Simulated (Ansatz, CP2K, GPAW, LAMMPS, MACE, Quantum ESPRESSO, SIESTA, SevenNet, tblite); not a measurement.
## Finding the fault: Quantum ESPRESSO, glassy 52SiO2-24B2O3-12Na2O-12CaO (mol %) (84 atoms)

Program: Quantum ESPRESSO 7.5, a calculation on a cell of 13 Si, 12 B, 6 Na, 3 Ca and 50 O, 11.6 Å³ an atom.

Contents of pw.in:

```
&control
  calculation = 'scf'
  pseudo_dir = './pseudo'
  outdir = './tmp'
  disk_io = 'none'
  tprnfor = .true.
  tstress = .true.
/
&system
  ibrav = 0
  nat = 84
  ntyp = 5
  ecutwfc = 60
  ecutrho = 30
  nosym = .true.
  occupations = 'smearing'
  smearing = 'fd'
  degauss = 0.003675
/
&electrons
  conv_thr = 4.2e-07
  electron_maxstep = 50
  mixing_beta = 0.4
  mixing_mode = 'plain'
  diagonalization = 'david'
/
ATOMIC_SPECIES
Si 28.085 Si.upf
B 10.810 B.upf
Na 22.990 Na.upf
Ca 40.078 Ca.upf
O 15.999 O.upf
CELL_PARAMETERS angstrom
9.90728 0.00000 0.00000
0.00000 9.90728 0.00000
0.00000 0.00000 9.90728
ATOMIC_POSITIONS crystal
Si 0.91329 0.87729 0.51821
Si 0.28364 0.44892 0.04252
Si 0.76891 0.23315 0.78976
Si 0.75657 0.84944 0.99369
Si 0.96153 0.08840 0.30166
Si 0.07985 0.37522 0.41590
Si 0.26438 0.74086 0.70648
Si 0.50762 0.04598 0.76513
Si 0.55634 0.61140 0.42771
Si 0.09841 0.95956 0.03928
[... 70 atom lines left out ...]
O 0.63788 0.14251 0.74242
O 0.04746 0.21678 0.37056
O 0.59362 0.64357 0.27115
O 0.01084 0.57991 0.08135
K_POINTS gamma
```

Launch:

```bash
$ OMP_NUM_THREADS=1 mpirun -np 4 pw.x -in pw.in > output.txt
```

Log:

```text
Program PWSCF
 %%%%%%%%%%%%%%%%%%%%%%%%%%%%%%%%%%%%%%%%%%%%%%%%%%%%%%%%%%%%%%%%%%%%%%%%%%%%%%
     Error in routine set_cutoff (1):
     ecutrho <= ecutwfc?!?
 %%%%%%%%%%%%%%%%%%%%%%%%%%%%%%%%%%%%%%%%%%%%%%%%%%%%%%%%%%%%%%%%%%%%%%%%%%%%%%
```

It took 0.7 s on 4 MPI ranks of Arm Neoverse V2, shared host; peak memory 0.45 GiB.

Banners, paths, timers and routine set-up lines are dropped from the logs unmarked, and long logs keep their key lines alone; longer cuts are marked.

Q: Find the fault and mend it.

A density cutoff under four times the waves': density cutoff 30 Ry. The sound run has density cutoff 480 Ry.

The program stopped at the start.

[Also dropped from logs without a mark: logging warnings of Python, and SIESTA's first energy breakdown and zero terms.]

[Logs are printed without paths, hosts, clocks, repeated set-up lines and the standing remarks that a program may print on its own settings, such as how far it seeks lower states.]

[Hosts, paths, dates, database ids (printed as entryN), source tags and the programs' standing remarks are cut or masked in the printed files.]
